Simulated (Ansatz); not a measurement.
# Rh wire along [110], 19 atoms a period: bands along the axis

Aim: is the Rh wire along [110], 19 atoms a period a metal or a semiconductor?

Main program and level: Ansatz 0.2.0; DFT PBE, plane waves, PAW; relaxation of a wire's period; PAW set soft_1, in the first sound run; inputs show where later runs differ.

### 1. Set-up

The cell holds 19 atoms: 19 Rh. Cell: a = 14.460 Å, b = 17.633 Å, c = 2.708 Å, α = 90.0°, β = 90.0°, γ = 90.0°. Vacuum lies along a and b. The structure's axis is c.

### 2. Relaxing the period

Band widths follow the bond lengths, so the wire is relaxed first. The atoms and the third cell vector are free; the box across stays fixed as vacuum. A Fermi-Dirac smearing is set since the result may be a metal. The pressure printed is a third of the stress's trace over the whole box, vacuum included; only the stress along the axis is relaxed.

Input file input.yaml:

```yaml
crystal:
  lattice:
    - [14.46, 0.0, 0.0]
    - [0.0, 17.633, 0.0]
    - [0.0, 0.0, 2.7082189719]
  atoms:
    - { symbol: Rh, position: [0.235131397, 0.34640838, 0.0] }
    - { symbol: Rh, position: [0.235131397, 0.499996481, 0.0] }
    - { symbol: Rh, position: [0.5, 0.34640838, 0.0] }
    - { symbol: Rh, position: [0.5, 0.19282028, 0.0] }
    - { symbol: Rh, position: [0.5, 0.499996481, 0.0] }
    - { symbol: Rh, position: [0.764868603, 0.34640838, 0.0] }
    - { symbol: Rh, position: [0.764868603, 0.499996481, 0.0] }
    - { symbol: Rh, position: [0.367565698, 0.26961433, 0.5] }
    - { symbol: Rh, position: [0.367565698, 0.423202431, 0.5] }
    - { symbol: Rh, position: [0.367565698, 0.576790531, 0.5] }
    - { symbol: Rh, position: [0.367565698, 0.730378631, 0.5] }
    - { symbol: Rh, position: [0.632434302, 0.26961433, 0.5] }
    - { symbol: Rh, position: [0.632434302, 0.423202431, 0.5] }
    - { symbol: Rh, position: [0.632434302, 0.576790531, 0.5] }
    - { symbol: Rh, position: [0.632434302, 0.730378631, 0.5] }
    - { symbol: Rh, position: [0.235131397, 0.653584581, 0.0] }
    - { symbol: Rh, position: [0.5, 0.653584581, 0.0] }
    - { symbol: Rh, position: [0.5, 0.807172681, 0.0] }
    - { symbol: Rh, position: [0.764868603, 0.653584581, 0.0] }
kpoints:
  mp_grid: { grid: [1, 1, 30] }
scf:
  occupations: { method: fermi_dirac, width: 0.05 }
hamiltonian:
  xc: pbe
  pseudopotentials: { kind: paw, azcp: { folder: soft_1 } }
relax:
  cell: { fix: [a, b, alpha, beta, gamma] }
  max_steps: 45
  f_tol: 0.03
```

Launch:

```bash
ansatz run input.yaml --threads 4 --pin off --max-ram 16384MiB --backend cpu --events-out ev --progress --plain --runs-dir out
```

Numbers of over 12 decimals in the logs are rounded to 6 here.

The program printed:

```text
Engine: ansatz 0.2.0, aarch64-unknown-linux-gnu
Pseudopotentials: kind: paw
Pseudopotential: Rh, paw, valence charge 17, recommended cutoff 420 eV (normal), soft_1/Rh.paw.azcp
Functional definition: PBE
  parameter kappa = 0.804
  parameter beta = 0.066725
  exchange = pbe_x(kappa = kappa, mu = beta*pi^2/3)
  correlation = pbe_c(beta = beta)
Crystal: 19 atoms, lattice volume = 690.523 Å³
Basis set: ecut = 420 eV, 13623 PW (Γ), exchange–correlation on 200×240×40 points (8 copies of the dense FFT grid, shifted against one another)
Bands: 194, of which v1, the nominal top of the filled ones, is band 162 counted from 1 (161 counted from 0)
Symmetry: 8 space group operations
Space group: Pmmm (ITA 47), of the structure as read, at distance tolerance 8.8e-5 Å
k-points: 16 of 30
Non-local potential: Rh, projectors of the file, l = 0: 3, l = 1: 2, l = 2: 2, l = 3: 1
PAW form: soft (Blöchl's): semilocal exchange-correlation on the pseudo side does not see the compensation charge
PAW one-centre angular grid: Rh, 590 points (default); XC on 64 Gauss nodes
Initial density: superposition of atomic densities (neutral atoms: chi_scale 0, normalization atom)
Initial wavefunctions: pseudopotential atomic-orbital guess
Functional: x = pbe(κ = 0.804, μ = 0.219515), c = pbe(β = 0.066725)
SCF iter   1: F=—  HF=-121649.579236 eV  |F-HF|=—  |Δ(HF+E_count)|=         —  Δρ=5.79e-2  dr2=3.39e1  ethr=3.10e-3  ⟨swp⟩=7.1  Hψ=11807  notcnv=0  defer=64
preconditioner: auto → LDOS  [metal: Δε(μ)=0.011 eV  Ē_g=4.956 eV  σ=0.050 eV  W_gap=0.05  n_scr=132 (ndim 8)  ℏωp=18.5 eV  f_vac=0.510  D(μ)=40.90/eV (n_scr^D=446)  β→1.0]
SCF iter   2: F=—  HF=-121654.396844 eV  |F-HF|=—  |Δ(HF+E_count)|=    4.82e0  Δρ=7.25e-2  dr2=4.72e1  ethr=3.10e-3  ⟨swp⟩=3.7  Hψ=8301  notcnv=0  defer=146
SCF iter   3: F=—  HF=-121641.666758 eV  |F-HF|=—  |Δ(HF+E_count)|=    1.27e1  Δρ=1.43e-2  dr2=1.38e0  ethr=3.10e-3  ⟨swp⟩=2.6  Hψ=6807  notcnv=0  defer=178
SCF iter   4: F=—  HF=-121641.329102 eV  |F-HF|=—  |Δ(HF+E_count)|=   3.38e-1  Δρ=2.78e-3  dr2=1.33e-1  ethr=4.26e-4  ⟨swp⟩=3.1  Hψ=6714  notcnv=0  defer=173
SCF iter   5: F=—  HF=-121641.318381 eV  |F-HF|=—  |Δ(HF+E_count)|=   1.07e-2  Δρ=1.21e-3  dr2=1.96e-2  ethr=4.12e-5  ⟨swp⟩=2.6  Hψ=5096  notcnv=0  defer=173
SCF iter   6: F=—  HF=-121641.317293 eV  |F-HF|=—  |Δ(HF+E_count)|=   1.09e-3  Δρ=4.32e-4  dr2=4.26e-3  ethr=6.08e-6  ⟨swp⟩=3.1  Hψ=5320  notcnv=0  defer=169
SCF iter   7: F=—  HF=-121641.317091 eV  |F-HF|=—  |Δ(HF+E_count)|=   2.03e-4  Δρ=1.83e-4  dr2=4.35e-4  ethr=1.32e-6  ⟨swp⟩=2.1  Hψ=4325  notcnv=0  defer=169
SCF iter   8: F=—  HF=-121641.317103 eV  |F-HF|=—  |Δ(HF+E_count)|=   1.20e-5  Δρ=4.11e-5  dr2=3.36e-5  ethr=1.35e-7  ⟨swp⟩=2.0  Hψ=4713  notcnv=0  defer=169
SCF iter   9: F=—  HF=-121641.315796 eV  |F-HF|=—  |Δ(HF+E_count)|=   1.31e-3  Δρ=2.02e-5  dr2=7.33e-6  ethr=1.04e-8  ⟨swp⟩=2.4  Hψ=4458  notcnv=0  defer=169
SCF iter  10: F=—  HF=-121641.315796 eV  |F-HF|=—  |Δ(HF+E_count)|=   6.92e-8  Δρ=8.43e-6  dr2=8.60e-7  ethr=2.27e-9  ⟨swp⟩=2.0  Hψ=4319  notcnv=0  defer=169
SCF iter  11: F=—  HF=-121641.315796 eV  |F-HF|=—  |Δ(HF+E_count)|=   1.32e-7  Δρ=4.18e-6  dr2=2.71e-7  ethr=2.66e-10  ⟨swp⟩=2.0  Hψ=4319  notcnv=0  defer=169
SCF iter  12: F=-121641.315796 eV  HF=-121641.315796 eV  |F-HF|=1.56e-8  |Δ(HF+E_count)|=   1.67e-8  Δρ=1.80e-6  dr2=3.14e-8  ethr=3.10e-11  ⟨swp⟩=4.0  Hψ=8572  notcnv=0
SCF 1 converged in 12 iterations: F = -121641.315796 eV  dr2 = 3.14e-8
  greatest PAW one-centre occupation: 1.000 electrons in one spin orbital (limit 2), on the Rh atom at site 4 (counted from 0), in its partial waves of l = 0
relax step   1: F+E_penalty+E_count = -121641.31579584 eV  Δ(F+E_penalty+E_count) = +0.000e0 eV  max|allowed force component| = 1.064e0 eV/Å  Δτ_max = 0.0000 Å  P = -4.168 GPa  Ω = 690.523 Å³  fix = [a, b, alpha, beta, gamma]  reactions: a -3.694, b -3.999 GPa  (12 SCF iters, dr2 threshold 1.00e-7 eV, accepted)
Crystal: 19 atoms, lattice volume = 668.981 Å³
Basis set: ecut = 420 eV, 13179 PW (Γ), exchange–correlation on 200×240×40 points (8 copies of the dense FFT grid, shifted against one another)
Initial density: handed on by an earlier stage of this run
Initial wavefunctions: those handed on with the density
iter 1 solved again at ethr=2.43e-3 eV; its pass at ethr=3.10e-3 eV (dr2=7.84e0 eV) is discarded
SCF iter   1: F=—  HF=-121641.949409 eV  |F-HF|=—  |Δ(HF+E_count)|=         —  Δρ=1.87e-2  dr2=7.85e0  ethr=2.43e-3  ⟨swp⟩=2.6  Hψ=14962  notcnv=0
preconditioner: auto → LDOS  [metal: Δε(μ)=0.004 eV  Ē_g=5.206 eV  σ=0.050 eV  W_gap=0.02  n_scr=116 (ndim 8)  ℏωp=18.8 eV  f_vac=0.535  D(μ)=36.81/eV (n_scr^D=376)  β→1.0]
SCF iter   2: F=—  HF=-121641.749445 eV  |F-HF|=—  |Δ(HF+E_count)|=   2.00e-1  Δρ=7.79e-3  dr2=3.50e-1  ethr=2.43e-3  ⟨swp⟩=2.0  Hψ=3770  notcnv=0
SCF iter   3: F=—  HF=-121641.726792 eV  |F-HF|=—  |Δ(HF+E_count)|=   2.27e-2  Δρ=5.37e-3  dr2=3.73e-1  ethr=1.08e-4  ⟨swp⟩=3.1  Hψ=5796  notcnv=0  defer=23
SCF iter   4: F=—  HF=-121641.700346 eV  |F-HF|=—  |Δ(HF+E_count)|=   2.64e-2  Δρ=1.42e-3  dr2=2.25e-2  ethr=1.08e-4  ⟨swp⟩=2.0  Hψ=5145  notcnv=0  defer=135
SCF iter   5: F=—  HF=-121641.696549 eV  |F-HF|=—  |Δ(HF+E_count)|=   3.80e-3  Δρ=5.67e-4  dr2=5.27e-3  ethr=6.97e-6  ⟨swp⟩=3.0  Hψ=6369  notcnv=0  defer=147
SCF iter   6: F=—  HF=-121641.695743 eV  |F-HF|=—  |Δ(HF+E_count)|=   8.07e-4  Δρ=2.39e-4  dr2=7.76e-4  ethr=1.63e-6  ⟨swp⟩=2.3  Hψ=4339  notcnv=0  defer=147
SCF iter   7: F=—  HF=-121641.694219 eV  |F-HF|=—  |Δ(HF+E_count)|=   1.52e-3  Δρ=6.88e-5  dr2=7.87e-5  ethr=2.40e-7  ⟨swp⟩=1.9  Hψ=3930  notcnv=0  defer=147
SCF iter   8: F=—  HF=-121641.694219 eV  |F-HF|=—  |Δ(HF+E_count)|=   7.95e-7  Δρ=2.13e-5  dr2=7.30e-6  ethr=2.44e-8  ⟨swp⟩=2.1  Hψ=4281  notcnv=0  defer=147
SCF iter   9: F=-121641.694219 eV  HF=-121641.694220 eV  |F-HF|=9.13e-7  |Δ(HF+E_count)|=   1.07e-6  Δρ=8.37e-6  dr2=1.12e-6  ethr=5.88e-10  ⟨swp⟩=5.0  Hψ=10652  notcnv=0
SCF 2 converged in 9 iterations: F = -121641.694219 eV  dr2 = 1.12e-6
  greatest PAW one-centre occupation: 1.000 electrons in one spin orbital (limit 2), on the Rh atom at site 12 (counted from 0), in its partial waves of l = 0
relax step   2: F+E_penalty+E_count = -121641.69421873 eV  Δ(F+E_penalty+E_count) = -3.784e-1 eV  max|allowed force component| = 5.939e-1 eV/Å  Δτ_max = 0.1998 Å  P = +2.874 GPa  Ω = 668.981 Å³  energy of the carried Pulay correction = +5.207e-3 eV  fix = [a, b, alpha, beta, gamma]  reactions: a +2.722, b +2.306 GPa  (9 SCF iters, dr2 threshold 1.90e-6 eV, accepted)
Crystal: 19 atoms, lattice volume = 676.972 Å³
Basis set: ecut = 420 eV, 13311 PW (Γ), exchange–correlation on 200×240×40 points (8 copies of the dense FFT grid, shifted against one another)
iter 1 solved again at ethr=1.84e-4 eV; its pass at ethr=3.10e-3 eV (dr2=5.93e-1 eV) is discarded
SCF iter   1: F=—  HF=-121641.915655 eV  |F-HF|=—  |Δ(HF+E_count)|=         —  Δρ=5.20e-3  dr2=5.71e-1  ethr=1.84e-4  ⟨swp⟩=3.0  Hψ=14373  notcnv=0
preconditioner: auto → LDOS  [metal: Δε(μ)=0.002 eV  Ē_g=5.028 eV  σ=0.050 eV  W_gap=0.01  n_scr=124 (ndim 8)  ℏωp=18.7 eV  f_vac=0.529  D(μ)=36.76/eV (n_scr^D=372)  β→1.0]
SCF iter   2: F=—  HF=-121641.899148 eV  |F-HF|=—  |Δ(HF+E_count)|=   1.65e-2  Δρ=1.85e-3  dr2=3.05e-2  ethr=1.77e-4  ⟨swp⟩=2.1  Hψ=3586  notcnv=0
SCF iter   3: F=—  HF=-121641.898031 eV  |F-HF|=—  |Δ(HF+E_count)|=   1.12e-3  Δρ=1.21e-3  dr2=1.76e-2  ethr=9.43e-6  ⟨swp⟩=2.0  Hψ=4998  notcnv=0
SCF iter   4: F=—  HF=-121641.896836 eV  |F-HF|=—  |Δ(HF+E_count)|=   1.20e-3  Δρ=3.53e-4  dr2=1.10e-3  ethr=5.44e-6  ⟨swp⟩=2.0  Hψ=4779  notcnv=0
SCF iter   5: F=—  HF=-121641.895209 eV  |F-HF|=—  |Δ(HF+E_count)|=   1.63e-3  Δρ=1.32e-4  dr2=2.44e-4  ethr=3.42e-7  ⟨swp⟩=2.9  Hψ=6249  notcnv=0
SCF iter   6: F=—  HF=-121641.895170 eV  |F-HF|=—  |Δ(HF+E_count)|=   3.92e-5  Δρ=5.62e-5  dr2=4.26e-5  ethr=7.55e-8  ⟨swp⟩=2.5  Hψ=4615  notcnv=0
SCF iter   7: F=—  HF=-121641.895173 eV  |F-HF|=—  |Δ(HF+E_count)|=   2.28e-6  Δρ=1.84e-5  dr2=6.40e-6  ethr=1.32e-8  ⟨swp⟩=1.8  Hψ=3666  notcnv=0
SCF iter   8: F=-121641.895172 eV  HF=-121641.895173 eV  |F-HF|=5.36e-7  |Δ(HF+E_count)|=   1.61e-7  Δρ=6.89e-6  dr2=7.38e-7  ethr=5.88e-10  ⟨swp⟩=4.6  Hψ=10177  notcnv=0
SCF 3 converged in 8 iterations: F = -121641.895172 eV  dr2 = 7.38e-7
  greatest PAW one-centre occupation: 1.000 electrons in one spin orbital (limit 2), on the Rh atom at site 13 (counted from 0), in its partial waves of l = 0
relax step   3: F+E_penalty+E_count = -121641.89517221 eV  Δ(F+E_penalty+E_count) = -2.010e-1 eV  max|allowed force component| = 6.525e-2 eV/Å  Δτ_max = 0.0455 Å  P = +0.161 GPa  Ω = 676.972 Å³  energy of the carried Pulay correction = +3.256e-3 eV  fix = [a, b, alpha, beta, gamma]  reactions: a +0.144, b +0.139 GPa  (8 SCF iters, dr2 threshold 1.90e-6 eV, accepted)
Crystal: 19 atoms, lattice volume = 677.389 Å³
Basis set: ecut = 420 eV, 13319 PW (Γ), exchange–correlation on 200×240×40 points (8 copies of the dense FFT grid, shifted against one another)
iter 1 solved again at ethr=3.70e-6 eV; its pass at ethr=3.10e-3 eV (dr2=1.20e-2 eV) is discarded
SCF iter   1: F=—  HF=-121641.899191 eV  |F-HF|=—  |Δ(HF+E_count)|=         —  Δρ=9.22e-4  dr2=1.17e-2  ethr=3.70e-6  ⟨swp⟩=2.0  Hψ=10407  notcnv=0
preconditioner: auto → LDOS  [metal: Δε(μ)=0.006 eV  Ē_g=5.016 eV  σ=0.050 eV  W_gap=0.03  n_scr=124 (ndim 8)  ℏωp=18.7 eV  f_vac=0.529  D(μ)=37.44/eV (n_scr^D=380)  β→1.0]
SCF iter   2: F=—  HF=-121641.898733 eV  |F-HF|=—  |Δ(HF+E_count)|=   4.58e-4  Δρ=4.12e-4  dr2=8.96e-4  ethr=3.62e-6  ⟨swp⟩=2.0  Hψ=4689  notcnv=0
SCF iter   3: F=—  HF=-121641.898630 eV  |F-HF|=—  |Δ(HF+E_count)|=   1.03e-4  Δρ=2.27e-4  dr2=7.05e-4  ethr=2.77e-7  ⟨swp⟩=2.5  Hψ=5810  notcnv=0
SCF iter   4: F=—  HF=-121641.898592 eV  |F-HF|=—  |Δ(HF+E_count)|=   3.80e-5  Δρ=1.11e-4  dr2=1.77e-4  ethr=2.18e-7  ⟨swp⟩=1.8  Hψ=3667  notcnv=0
SCF iter   5: F=—  HF=-121641.897122 eV  |F-HF|=—  |Δ(HF+E_count)|=   1.47e-3  Δρ=3.33e-5  dr2=1.92e-5  ethr=5.48e-8  ⟨swp⟩=1.9  Hψ=3595  notcnv=0
SCF iter   6: F=—  HF=-121641.897121 eV  |F-HF|=—  |Δ(HF+E_count)|=   3.63e-7  Δρ=1.04e-5  dr2=1.99e-6  ethr=5.94e-9  ⟨swp⟩=2.0  Hψ=4350  notcnv=0
SCF iter   7: F=-121641.897121 eV  HF=-121641.897122 eV  |F-HF|=1.20e-7  |Δ(HF+E_count)|=   1.22e-7  Δρ=2.98e-6  dr2=1.60e-7  ethr=8.24e-11  ⟨swp⟩=3.9  Hψ=12027  notcnv=0
SCF 4 converged in 7 iterations: F = -121641.897121 eV  dr2 = 1.60e-7
relax step   4: F+E_penalty+E_count = -121641.89712140 eV  Δ(F+E_penalty+E_count) = -1.949e-3 eV  max|allowed force component| = 1.715e-2 eV/Å  Δτ_max = 0.0077 Å  P = -0.019 GPa  Ω = 677.389 Å³  energy of the carried Pulay correction = +3.155e-3 eV  fix = [a, b, alpha, beta, gamma]  reactions: a -0.024, b -0.035 GPa  (7 SCF iters, dr2 threshold 2.66e-7 eV, accepted)
Basis set: ecut = 420 eV, 13319 PW (Γ), exchange–correlation on 200×240×36 points (8 copies of the dense FFT grid, shifted against one another)
Initial wavefunctions: pseudopotential atomic-orbital guess (no wavefunctions were taken with the density)
iter 1 solved again at ethr=3.61e-7 eV; its pass at ethr=3.10e-3 eV (dr2=1.17e-3 eV) is discarded
SCF iter   1: F=—  HF=-121641.894351 eV  |F-HF|=—  |Δ(HF+E_count)|=         —  Δρ=4.37e-5  dr2=2.57e-6  ethr=3.61e-7  ⟨swp⟩=5.2  Hψ=22932  notcnv=0  defer=1
preconditioner: auto → LDOS  [metal: Δε(μ)=0.003 eV  Ē_g=5.018 eV  σ=0.050 eV  W_gap=0.02  n_scr=124 (ndim 8)  ℏωp=18.7 eV  f_vac=0.528  D(μ)=37.44/eV (n_scr^D=380)  β→1.0]
SCF iter   2: F=—  HF=-121641.893426 eV  |F-HF|=—  |Δ(HF+E_count)|=   9.26e-4  Δρ=1.80e-5  dr2=1.35e-6  ethr=7.94e-10  ⟨swp⟩=3.1  Hψ=7194  notcnv=0
SCF iter   3: F=—  HF=-121641.893425 eV  |F-HF|=—  |Δ(HF+E_count)|=   3.73e-7  Δρ=5.48e-6  dr2=1.85e-7  ethr=4.17e-10  ⟨swp⟩=2.0  Hψ=5672  notcnv=0
SCF iter   4: F=—  HF=-121641.893425 eV  |F-HF|=—  |Δ(HF+E_count)|=   3.01e-8  Δρ=1.37e-6  dr2=1.14e-8  ethr=5.74e-11  ⟨swp⟩=2.4  Hψ=5613  notcnv=0
SCF iter   5: F=—  HF=-121641.893425 eV  |F-HF|=—  |Δ(HF+E_count)|=  1.75e-10  Δρ=4.50e-7  dr2=2.49e-9  ethr=3.54e-12  ⟨swp⟩=2.9  Hψ=5404  notcnv=0
SCF iter   6: F=—  HF=-121641.893425 eV  |F-HF|=—  |Δ(HF+E_count)|=  2.04e-10  Δρ=2.12e-7  dr2=3.91e-10  ethr=1.00e-12  ⟨swp⟩=2.1  Hψ=4369  notcnv=0
SCF iter   7: F=-121641.893425 eV  HF=-121641.893425 eV  |F-HF|=4.95e-10  |Δ(HF+E_count)|=  1.16e-10  Δρ=8.11e-8  dr2=1.07e-10  ethr=1.00e-12  ⟨swp⟩=5.0  Hψ=10836  notcnv=0
SCF 5 converged in 7 iterations: F = -121641.893425 eV  dr2 = 1.07e-10
relax step   5: F+E_penalty+E_count = -121641.89342512 eV  Δ(F+E_penalty+E_count) = +3.696e-3 eV  max|allowed force component| = 1.706e-2 eV/Å  Δτ_max = 0.0000 Å  P = -0.011 GPa  Ω = 677.389 Å³  fix = [a, b, alpha, beta, gamma]  reactions: a -0.017, b -0.028 GPa  stress off target by 1.20e-2 GPa on what of the cell is left free  SCF on the basis re-selected at this cell (its energy is not comparable with the rows above)  (7 SCF iters)
basis re-selected at this cell: Δ(F+E_penalty+E_count) = +3.696e-3 eV, ΔP = +0.008 GPa vs the last step (what re-selecting the basis moved, of the pressure what is left beyond the Pulay correction that the steps carried, after the strain that the cell walked since its last selection, with what the two solves' SCF thresholds leave and, on support functions, any second-order correction that the steps lacked; it is no measure of the basis error at this ecutwfc). The dense FFT grid was sized anew with the basis: this SCF ran on 100×120×18 points, the steps before it on 100×120×20, so part of this shift can come from that change (see relax.cell in the input reference). [rest of the remark cut]
SCF converged after 7 iterations
Free energy (F): -121641.893425 eV
Harris-Foulkes:  -121641.893425 eV  (|F-HF|=4.95e-10)
Internal energy: -121641.588685 eV  (E = F + TS)
E sigma→0 (E₀):  -121641.741055 eV
Entropy (-TS):   -0.304740 eV (-16.039 meV/atom)
Fermi energy:    5.690473 eV
--- Per-component energies (eV) ---
  E_band       = -6896.852822
  E_kinetic    = 10195.782478
  E_local      = -254310.673731  (includes V_loc(G=0)·N_el)
  E_nonlocal   = 5689.999672
  E_hartree    = 120907.504133
  E_xc         = -3815.239367
  E_vxc        = -4784.859867  (∫ρ·V_xc dr)
  E_paw        = -68471.631540  (= ΣΔE_a)
  E_vpaw       = -5502.111359  (= ΣTr[D̂ρ^β])
  E_aug_tail   = 0.000479  (compensation charges beyond the density's cutoff)
  E_ewald      = 68162.669191
  E_smearing   = -0.304740  (= −TS)
  E_closure    = -0.000000  (closes the sum)
  Σ components = -121641.893425   (vs F -121641.893425, Δ=0.00e0)
--- Forces (eV/Å), atoms counted from 1 ---
  atom   1  Rh     0.00470908     0.00129378    -0.00000000
  atom   2  Rh    -0.00791556    -0.00000000     0.00000000
  atom   3  Rh    -0.00000000     0.01706217     0.00000000
  atom   4  Rh    -0.00000000     0.01529462     0.00000000
  atom   5  Rh     0.00000000     0.00000000     0.00000000
  atom   6  Rh    -0.00470908     0.00129378     0.00000000
  atom   7  Rh     0.00791556     0.00000000    -0.00000000
  atom   8  Rh    -0.01422879    -0.01338573     0.00000000
  atom   9  Rh     0.00119657     0.00317331    -0.00000000
  atom  10  Rh     0.00119657    -0.00317331    -0.00000000
  atom  11  Rh    -0.01422879     0.01338573     0.00000000
  atom  12  Rh     0.01422879    -0.01338573    -0.00000000
  atom  13  Rh    -0.00119657     0.00317331     0.00000000
  atom  14  Rh    -0.00119657    -0.00317331     0.00000000
  atom  15  Rh     0.01422879     0.01338573    -0.00000000
  atom  16  Rh     0.00470908    -0.00129378    -0.00000000
  atom  17  Rh     0.00000000    -0.01706217    -0.00000000
  atom  18  Rh     0.00000000    -0.01529462    -0.00000000
  atom  19  Rh    -0.00470908    -0.00129378     0.00000000
  max |Σ_I F_I| component: 6.29e-18 eV/Å
--- Stress (GPa, compression-positive) ---
       -0.017260       0.000000       0.000000
        0.000000      -0.028407       0.000000
        0.000000       0.000000       0.011967
  P = ⅓ Tr σ = -0.0112 GPa (-0.112 kbar)
--- Relaxed structure (4 steps of the walk, 4 accepted, 1 SCFs on fresh bases) ---
  F+E_penalty+E_count = -121641.89342512 eV   max|allowed force component| = 1.706e-2 eV/Å   (the final SCF, on the basis selected at the relaxed cell)
  cell:  # Å, volume = 677.3892 Å³
    - [14.46, 0, 0]
    - [0, 17.633, 0]
    - [0, 0, 2.656708]
  atoms:
    - { symbol: Rh, position: [0.240559, 0.348792, 8.601016911723682e-19] }
    - { symbol: Rh, position: [0.237553, 0.5, 0] }
    - { symbol: Rh, position: [0.500000, 0.348637, 8.043781424545528e-19] }
    - { symbol: Rh, position: [0.500000, 0.201333, 3.0753636187517444e-18] }
    - { symbol: Rh, position: [0.500000, 0.5, 0] }
    - { symbol: Rh, position: [0.759441, 0.348792, 8.601016911723669e-19] }
    - { symbol: Rh, position: [0.762447, 0.5, 0] }
    - { symbol: Rh, position: [0.367692, 0.272542, 0.5] }
    - { symbol: Rh, position: [0.367784, 0.424388, 0.5] }
    - { symbol: Rh, position: [0.367784, 0.575612, 0.5] }
    - { symbol: Rh, position: [0.367692, 0.727458, 0.5] }
    - { symbol: Rh, position: [0.632308, 0.272542, 0.5] }
    - { symbol: Rh, position: [0.632216, 0.424388, 0.5] }
    - { symbol: Rh, position: [0.632216, 0.575612, 0.5] }
    - { symbol: Rh, position: [0.632308, 0.727458, 0.5] }
    - { symbol: Rh, position: [0.240559, 0.651208, -8.601016911723666e-19] }
    - { symbol: Rh, position: [0.500000, 0.651363, -8.04378142454553e-19] }
    - { symbol: Rh, position: [0.500000, 0.798667, -3.0753636187517444e-18] }
    - { symbol: Rh, position: [0.759441, 0.651208, -8.601016911723683e-19] }
```

Wall time 3.5 min (4 threads of Arm Neoverse V2, shared host); peak memory 3.3 GiB.

[end of part 1 of 2]

[Logs are printed without paths, hosts, clocks, repeated set-up lines and the standing remarks that a program may print on its own settings, such as how far it seeks lower states.]

[Hosts, paths, dates, database ids (printed as entryN), source tags and the programs' standing remarks are cut or masked in the printed files.]
